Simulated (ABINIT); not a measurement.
# How the form of the self-energy moves the gap of BaTiO3 (P4mm), part 2 of 2

How much does the gap of BaTiO3 (P4mm) depend on the approximation to the self-energy?

ABINIT 10.8.3; PBE and many-body steps on it, plane waves. Known limits of the many-body steps: not at the basis limit; no spin-orbit coupling; coarse k mesh.

So far. Step 5 (G0W0, Hybertsen-Louie plasmon pole): Against G0W0 in ABINIT (4×4×4 mesh, 108 bands, screening to 152.4 eV, Godby-Needs plasmon pole), the gap moves by +0.737 eV. Step 6 (G0W0, von der Linden-Horsch plasmon pole): Against G0W0 in ABINIT (4×4×4 mesh, 108 bands, screening to 152.4 eV, Godby-Needs plasmon pole), the gap moves by +0.133 eV.

## 7. G0W0, Engel-Farid plasmon pole

Level of this step: G0W0 on PBE, plane waves, norm-conserving pseudopotentials (ABINIT).

The input, run.abi:

```
acell 3*1.0 Angstrom
rprim 
  3.990480000000 0.000000000000 0.000000000000
  0.000000000000 3.990480000000 0.000000000000
  0.000000000000 0.000000000000 4.023030000000
ntypat 3
znucl 56 22 8
natom 5
typat 1 2 3 3 3
xred 
  0.000000000000 0.000000000000 0.000000000000
  0.500000000000 0.500000000000 0.522000000000
  0.500000000000 0.500000000000 0.979000000000
  0.500000000000 0.000000000000 0.488000000000
  0.000000000000 0.500000000000 0.488000000000
pp_dirpath "pseudos"
pseudos "Ba.upf, Ti.upf, O.upf"
ecut 38
ngkpt 4 4 4
nshiftk 1
shiftk 0 0 0
kptopt 1
chksymbreak 0
istwfk *1
occopt 1
irdwfk 1
optdriver 4
nband 108
gwcalctyp 0
ecutsigx 38
symsigma 1
nkptgw 2
kptgw 
  0.5000000000 0.5000000000 0.5000000000
  0.0000000000 0.0000000000 0.0000000000
bdgw 
  18 23
  19 23
ecuteps 5.6
irdscr 1
ppmodel 4
indata_prefix "in"
outdata_prefix "out"
tmpdata_prefix "tmp"
```

Launch:

```bash
$ OMP_NUM_THREADS=1 mpirun -n 8 abinit run.abi > log
```

Numbers of over 12 decimals in the logs are rounded to 6 here.

Log:

```text
.Version 10.8.3 of ABINIT. v10.8.2 released Aug 2026.

 Symmetries : space group P4 m m (# 99); Bravais tP (primitive tetrag.)
[... echo of the input left out ...]
== DATASET  1 ==================================================================
-   mpi_nproc: 8, omp_nthreads: 1 (-1 if OMP is not activated)

--- !DatasetInfo
iteration_state: {dtset: 1, }
dimensions: {natom: 5, nkpt: 18, mband: 108, nsppol: 1, nspinor: 1, nspden: 1, mpw: 4868, }
cutoff_energies: {ecut:  38.0, pawecutdg:  -1.0, }
[...]
Band     E0 <VxcDFT>   SigX SigC(E0)      Z dSigC/dE  Sig(E)    E-E0       E
[...]
22   8.936 -19.060 -12.059  -4.908   0.802  -0.246 -17.380   1.680  10.617
       23   8.936 -19.060 -12.059  -4.908   0.802  -0.246 -17.380   1.680  10.617

== END DATASET(S) ==============================================================
================================================================================

 -outvars: echo values of variables after computation  --------
           etotal      0.0000000000E+00
            nband         108
             nkpt          18
          spgroup          99
 [... the other variables as echoed above ...]

 Calculation completed.
```

Elapsed: 5 s, on 8 MPI ranks of AMD EPYC 9R45, shared host; peak memory 1.5 GiB.

This step gave:

```
G0W0 gap on the points computed              : 3.481 eV
starting gap on the mesh                     : 1.851 eV
k of the valence top                         : 0.5, 0.5, 0.5
k of the conduction bottom                   : 0, 0, 0
least direct G0W0 gap on the computed points : 3.874 eV
```

Against G0W0 in ABINIT (4×4×4 mesh, 108 bands, screening to 152.4 eV, Godby-Needs plasmon pole), the gap moves by +0.114 eV.

## 8. One-shot Hartree-Fock

This step: one-shot Hartree-Fock on PBE, plane waves, norm-conserving pseudopotentials.

run.abi, as its differences from that of step 7:

```diff
@@ -27,4 +27,4 @@
 optdriver 4
-nband 108
-gwcalctyp 0
+nband 24
+gwcalctyp 5
 ecutsigx 38
@@ -38,5 +38,4 @@
   19 23
-ecuteps 5.6
-irdscr 1
-ppmodel 4
+ixc_sigma 40
+fftgw 31
 indata_prefix "in"
```

Log:

```text
.Version 10.8.3 of ABINIT. v10.8.2 released Aug 2026.

 Symmetries : space group P4 m m (# 99); Bravais tP (primitive tetrag.)
[... echo of the input left out ...]
== DATASET  1 ==================================================================
-   mpi_nproc: 8, omp_nthreads: 1 (-1 if OMP is not activated)

--- !DatasetInfo
iteration_state: {dtset: 1, }
dimensions: {natom: 5, nkpt: 18, mband: 24, nsppol: 1, nspinor: 1, nspden: 1, mpw: 4868, }
cutoff_energies: {ecut:  38.0, pawecutdg:  -1.0, }
[...]
Band     E0 <VxcDFT>   SigX SigC(E0)      Z dSigC/dE  Sig(E)    E-E0       E
[...]
22   8.936 -19.060 -12.059   0.000   1.000   0.000 -12.059   7.002  15.938
       23   8.936 -19.060 -12.059   0.000   1.000   0.000 -12.059   7.002  15.938

== END DATASET(S) ==============================================================
================================================================================

 -outvars: echo values of variables after computation  --------
           etotal      0.0000000000E+00
            nband          24
             nkpt          18
          spgroup          99
 [... the other variables as echoed above ...]

 Calculation completed.
```

It took 2.6 s on 8 MPI ranks; peak memory 0.21 GiB.

This step gave:

```
quasiparticle gap on the points computed              : 14.12 eV
starting gap on the mesh                              : 1.851 eV
k of the valence top                                  : 0, 0, 0
k of the conduction bottom                            : 0, 0, 0
least direct quasiparticle gap on the computed points : 14.12 eV
```

Against G0W0 in ABINIT (4×4×4 mesh, 108 bands, screening to 152.4 eV, Godby-Needs plasmon pole), the gap moves by +10.752 eV.

## 9. Screening, 4×4×4 mesh, 108 bands, screening to 152.4 eV

This step: RPA screening on PBE, plane waves, norm-conserving pseudopotentials.

run.abi, as its differences from that of step 8:

```diff
@@ -26,16 +26,14 @@
 irdwfk 1
-optdriver 4
-nband 24
-gwcalctyp 5
-ecutsigx 38
-symsigma 1
-nkptgw 2
-kptgw 
-  0.5000000000 0.5000000000 0.5000000000
-  0.0000000000 0.0000000000 0.0000000000
-bdgw 
-  18 23
-  19 23
-ixc_sigma 40
-fftgw 31
+optdriver 3
+nband 108
+ecuteps 5.6
+inclvkb 2
+awtr 1
+symchi 1
+gwcalctyp 2
+nfreqre 16
+freqremax 40 eV
+nfreqim 8
+spmeth 1
+nomegasf 120
 indata_prefix "in"
```

Log:

```text
.Version 10.8.3 of ABINIT. v10.8.2 released Aug 2026.

 Symmetries : space group P4 m m (# 99); Bravais tP (primitive tetrag.)
[... echo of the input left out ...]
== DATASET  1 ==================================================================
-   mpi_nproc: 8, omp_nthreads: 1 (-1 if OMP is not activated)

--- !DatasetInfo
iteration_state: {dtset: 1, }
dimensions: {natom: 5, nkpt: 18, mband: 108, nsppol: 1, nspinor: 1, nspden: 1, mpw: 4868, }
cutoff_energies: {ecut:  38.0, pawecutdg:  -1.0, }
electrons: {nelect:   4.00000000E+01, charge:   0.00000000E+00, occopt:   1.00000000E+00, tsmear:   1.00000000E-02, }

 SCREENING: Calculation of the susceptibility and dielectric matrices

 Based on a program developped by R.W. Godby, V. Olevano, G. Onida, and L. Reining.
 Incorporated in ABINIT by V. Olevano, G.-M. Rignanese, and M. Torrent.
.Using double precision arithmetic ; gwpc =  8

[... cell and pseudopotentials left out ...]
--------------------------------------------------------------------------------

 ==== K-mesh for the wavefunctions ====
 Number of points in the irreducible wedge :    18
[... list of points left out ...]
 Together with  8 symmetry operations and time-reversal symmetry
 yields    64 points in the full Brillouin Zone.

 ==== Q-mesh for the screening function ====
 Number of points in the irreducible wedge :    18
[... list of points left out ...]
 Together with  8 symmetry operations and time-reversal symmetry
 yields    64 points in the full Brillouin Zone.

 setmesh: FFT mesh size selected  =    30x   30x   30
          total number of points  =        27000

 vcoul_init : cutoff-mode = AUXILIARY_FUNCTION
 q-points for optical limit:   1
     1)      0.000010    0.000020    0.000030

- screening: taking advantage of time-reversal symmetry
- Maximum band index for partially occupied states nbvw = 20
- Remaining bands to be divided among processors   nbcw = 88
- Number of bands treated by each node ~11

 Number of electrons calculated from density =   40.0000; Expected =   40.0000
 average of density, n =  0.092525
 r_s =    1.3716
 omega_plasma =   29.3417 [eV]

 calculating chi0 at frequencies [eV] :
  1    0.000000E+00    0.000000E+00
  2    2.666667E+00    0.000000E+00
  3    5.333333E+00    0.000000E+00
[...]
23    0.000000E+00    7.472825E+01
 24    0.000000E+00    1.052182E+02

--------------------------------------------------------------------------------
  q-point number  1        q = ( 0.000000, 0.000000, 0.000000) [r.l.u.]
--------------------------------------------------------------------------------
[... chi0 elements left out ...]
  [... further frequencies ...]

 No. of calculated frequencies >  15, stop printing
 For q-point:  0.000010 0.000020 0.000030
  dielectric constant =   5.8565
  dielectric constant without local fields =   6.4967

  Average fulfillment of the sum rule on Im[epsilon] for q-point    1 :     60.72  [%]
[... wings left out ...]
  q-point number  2        q = ( 0.250000, 0.000000, 0.000000) [r.l.u.]
--------------------------------------------------------------------------------
[... chi0 elements left out ...]
  [... further frequencies ...]

 No. of calculated frequencies >  15, stop printing
  Average fulfillment of the sum rule on Im[epsilon] for q-point    2 :     73.79  [%]

 [... 16 further q-points ...]
```

Wall time 65 s (8 MPI ranks); peak memory 3.7 GiB.

Numbers from this step:

```
ε∞ with local fields, on this mesh, along the program's q direction : 5.856
the same without local fields                                       : 6.497
plasma frequency                                                    : 29.34 eV
plane waves in the screening matrix                                 : 257
```

## 10. G0W0, contour deformation

This step: G0W0 on PBE, plane waves, norm-conserving pseudopotentials.

run.abi, as its differences from that of step 9:

```diff
@@ -26,14 +26,17 @@
 irdwfk 1
-optdriver 3
+optdriver 4
 nband 108
+gwcalctyp 2
+ecutsigx 38
+symsigma 1
+nkptgw 2
+kptgw 
+  0.5000000000 0.5000000000 0.5000000000
+  0.0000000000 0.0000000000 0.0000000000
+bdgw 
+  18 23
+  19 23
 ecuteps 5.6
-inclvkb 2
-awtr 1
-symchi 1
-gwcalctyp 2
-nfreqre 16
-freqremax 40 eV
-nfreqim 8
-spmeth 1
-nomegasf 120
+irdscr 1
+gwmem 01
 indata_prefix "in"
```

Log:

```text
.Version 10.8.3 of ABINIT. v10.8.2 released Aug 2026.

 Symmetries : space group P4 m m (# 99); Bravais tP (primitive tetrag.)
[... echo of the input left out ...]
== DATASET  1 ==================================================================
-   mpi_nproc: 8, omp_nthreads: 1 (-1 if OMP is not activated)

--- !DatasetInfo
iteration_state: {dtset: 1, }
dimensions: {natom: 5, nkpt: 18, mband: 108, nsppol: 1, nspinor: 1, nspden: 1, mpw: 4868, }
cutoff_energies: {ecut:  38.0, pawecutdg:  -1.0, }
[...]
Band     E0 <VxcDFT>   SigX SigC(E0)      Z dSigC/dE  Sig(E)    E-E0       E
[...]
23   8.936 -19.060 -12.059  -4.843   0.732  -0.366 -17.480   1.580  10.517
       23   0.000   0.000   0.000   0.000   0.000   0.000   0.000   0.000   0.000

== END DATASET(S) ==============================================================
================================================================================

 -outvars: echo values of variables after computation  --------
           etotal      0.0000000000E+00
            nband         108
             nkpt          18
          spgroup          99
 [... the other variables as echoed above ...]

 Calculation completed.
```

Run time: 6.5 s. Hardware: 8 MPI ranks; peak memory 1.8 GiB; 51 s of CPU time.

This step gave:

```
G0W0 gap on the points computed              : 3.405 eV
starting gap on the mesh                     : 1.851 eV
k of the valence top                         : 0.5, 0.5, 0.5
k of the conduction bottom                   : 0, 0, 0
least direct G0W0 gap on the computed points : 3.779 eV
```

Against G0W0 in ABINIT (4×4×4 mesh, 108 bands, screening to 152.4 eV, Godby-Needs plasmon pole), the gap moves by +0.038 eV.

## 11. Screening, 4×4×4 mesh, 108 bands, screening to 152.4 eV

This step: RPA screening on PBE, plane waves, norm-conserving pseudopotentials.

run.abi, as its differences from that of step 10:

```diff
@@ -26,17 +26,11 @@
 irdwfk 1
-optdriver 4
+optdriver 3
 nband 108
-gwcalctyp 2
-ecutsigx 38
-symsigma 1
-nkptgw 2
-kptgw 
-  0.5000000000 0.5000000000 0.5000000000
-  0.0000000000 0.0000000000 0.0000000000
-bdgw 
-  18 23
-  19 23
 ecuteps 5.6
-irdscr 1
-gwmem 01
+inclvkb 2
+awtr 1
+symchi 1
+gwcalctyp 1
+nfreqre 0
+nfreqim 16
 indata_prefix "in"
```

Log:

```text
.Version 10.8.3 of ABINIT. v10.8.2 released Aug 2026.

 Symmetries : space group P4 m m (# 99); Bravais tP (primitive tetrag.)
[... echo of the input left out ...]
== DATASET  1 ==================================================================
-   mpi_nproc: 8, omp_nthreads: 1 (-1 if OMP is not activated)

--- !DatasetInfo
iteration_state: {dtset: 1, }
dimensions: {natom: 5, nkpt: 18, mband: 108, nsppol: 1, nspinor: 1, nspden: 1, mpw: 4868, }
cutoff_energies: {ecut:  38.0, pawecutdg:  -1.0, }
[...]
No. of calculated frequencies >  15, stop printing
 For q-point:  0.000010 0.000020 0.000030
  dielectric constant =   5.7955
  dielectric constant without local fields =   6.4255

  Average fulfillment of the sum rule on Im[epsilon] for q-point    1 :     60.73  [%]
[... wings left out ...]
  q-point number  2        q = ( 0.250000, 0.000000, 0.000000) [r.l.u.]
--------------------------------------------------------------------------------
[... chi0 elements left out ...]
  [... further frequencies ...]

 No. of calculated frequencies >  15, stop printing
  Average fulfillment of the sum rule on Im[epsilon] for q-point    2 :     73.79  [%]

 [... 16 further q-points ...]
```

Run time: 86 s. Hardware: 8 MPI ranks; peak memory 3.2 GiB.

Numbers from this step:

```yaml
eps_infinity_with_local_fields_on_this_mesh_along_the_program_s_q_direction: 5.795
the_same_without_local_fields: 6.426
plasma_frequency: 29.34 eV
plane_waves_in_the_screening_matrix: 257
```

## 12. G0W0, analytic continuation

This step: G0W0 on PBE, plane waves, norm-conserving pseudopotentials.

run.abi, as its differences from that of step 11:

```diff
@@ -26,11 +26,18 @@
 irdwfk 1
-optdriver 3
+optdriver 4
 nband 108
+gwcalctyp 1
+ecutsigx 38
+symsigma 1
+nkptgw 2
+kptgw 
+  0.5000000000 0.5000000000 0.5000000000
+  0.0000000000 0.0000000000 0.0000000000
+bdgw 
+  18 23
+  19 23
 ecuteps 5.6
-inclvkb 2
-awtr 1
-symchi 1
-gwcalctyp 1
-nfreqre 0
-nfreqim 16
+irdscr 1
+nomegasi 12
+omegasimax 25 eV
 indata_prefix "in"
```

Log:

```text
.Version 10.8.3 of ABINIT. v10.8.2 released Aug 2026.

 Symmetries : space group P4 m m (# 99); Bravais tP (primitive tetrag.)
[... echo of the input left out ...]
== DATASET  1 ==================================================================
-   mpi_nproc: 8, omp_nthreads: 1 (-1 if OMP is not activated)

--- !DatasetInfo
iteration_state: {dtset: 1, }
dimensions: {natom: 5, nkpt: 18, mband: 108, nsppol: 1, nspinor: 1, nspden: 1, mpw: 4868, }
cutoff_energies: {ecut:  38.0, pawecutdg:  -1.0, }
[...]
Band     E0 <VxcDFT>   SigX SigC(E0)      Z dSigC/dE  Sig(E)    E-E0       E
[...]
23   1.293 -19.060 -12.059  -4.852   0.724  -0.380 -17.568   1.493   2.786
       23   0.000   0.000   0.000   0.033   0.018   0.033   0.067   0.067   0.067

== END DATASET(S) ==============================================================
================================================================================

 -outvars: echo values of variables after computation  --------
           etotal      0.0000000000E+00
            nband         108
             nkpt          18
          spgroup          99
 [... the other variables as echoed above ...]

 Calculation completed.
```

The job ended after 6.9 s (8 MPI ranks; peak memory 2.4 GiB; 54 s of CPU time).

This step gave:

* G0W0 gap on the points computed: 3.287 eV
* starting gap on the mesh: 1.851 eV
* k of the valence top: 0.5, 0.5, 0.5
* k of the conduction bottom: 0, 0, 0
* least direct G0W0 gap on the computed points: 3.682 eV

Against G0W0 in ABINIT (4×4×4 mesh, 108 bands, screening to 152.4 eV, Godby-Needs plasmon pole), the gap moves by −0.080 eV.

## 13. The runs together

Times are wall times on 8 MPI ranks of AMD EPYC 9R45, shared host, good to a factor of about two. A run's time includes the screening step that it read.

```
                                     run   mesh  bands  screening cutoff (eV)  DFT gap (eV)  gap on the mesh (eV)  direct (eV)  ε∞ used   time
          G0W0, Godby-Needs plasmon pole  4×4×4    108                  152.4         1.851                 3.367        3.755     5.80   43 s
      G0W0, Hybertsen-Louie plasmon pole  4×4×4    108                  152.4         1.851                 4.104        4.431     5.80   43 s
G0W0, von der Linden-Horsch plasmon pole  4×4×4    108                  152.4         1.851                 3.500        3.894     5.80   40 s
          G0W0, Engel-Farid plasmon pole  4×4×4    108                  152.4         1.851                 3.481        3.874     5.80   40 s
                   one-shot Hartree-Fock  4×4×4      -                      -         1.851                14.119       14.119        -  2.6 s
               G0W0, contour deformation  4×4×4    108                  152.4         1.851                 3.405        3.779     5.86   71 s
             G0W0, analytic continuation  4×4×4    108                  152.4         1.851                 3.287        3.682     5.80   93 s
```

## 14. What came out

| Property | Result |
| --- | --- |
| G0W0, Godby-Needs plasmon pole | 3.367 eV |
| G0W0, Hybertsen-Louie plasmon pole | 4.104 eV |
| G0W0, von der Linden-Horsch plasmon pole | 3.500 eV |
| G0W0, Engel-Farid plasmon pole | 3.481 eV |
| one-shot Hartree-Fock | 14.119 eV |
| G0W0, contour deformation | 3.405 eV |
| G0W0, analytic continuation | 3.287 eV |
| known limits | not at the basis limit; no spin-orbit coupling; coarse k mesh |

G0W0, Hybertsen-Louie plasmon pole: +0.737 eV against G0W0, Godby-Needs plasmon pole. G0W0, von der Linden-Horsch plasmon pole: +0.133 eV against G0W0, Godby-Needs plasmon pole. G0W0, Engel-Farid plasmon pole: +0.114 eV against G0W0, Godby-Needs plasmon pole. One-shot Hartree-Fock: +10.752 eV against G0W0, Godby-Needs plasmon pole. G0W0, contour deformation: +0.038 eV against G0W0, Godby-Needs plasmon pole. G0W0, analytic continuation: −0.080 eV against G0W0, Godby-Needs plasmon pole. Bare exchange alone opens the gap to 14.12 eV; against G0W0, correlation takes back 10.75 eV. Bands and cutoff are finite, so the gap is not at the basis limit. The miss can reach some tenths of an eV and take either sign; the mesh is an error of its own. In the first G0W0 run levels were corrected at 2 k points alone, so a gap called «on the mesh» is the least over those, and an edge elsewhere would be missed. The 4×4×4 mesh is coarse for this cell, which bears on the long-range parts of exchange and screening. The many-body steps are scalar-relativistic: spin-orbit coupling is not in them.

[Paths, hosts, dates, memory and timing lines, banners, echoed tables and standing remarks are left out of the program output.]

[Logs are printed without paths, hosts, clocks, repeated set-up lines and the standing remarks that a program may print on its own settings, such as how far it seeks lower states.]

[Runs of the session that timed out or met a known fault of the program may be left out.]

[No measured gap is set beside runs whose start may be inverted or whose files or cutoffs have a known fault.]

[Hosts, paths, dates, database ids (printed as entryN), source tags and the programs' standing remarks are cut or masked in the printed files.]

[G0W0 gaps are taken among the corrected bands and points alone; a level outside them can change the order at an edge.]

[Where Ansatz stands beside ABINIT at settings called matched, ABINIT's density can come from a denser mesh and the files from another edition; pairs whose starting gaps differed by over 0.03 eV were left out, so agreement reads better than it is.]
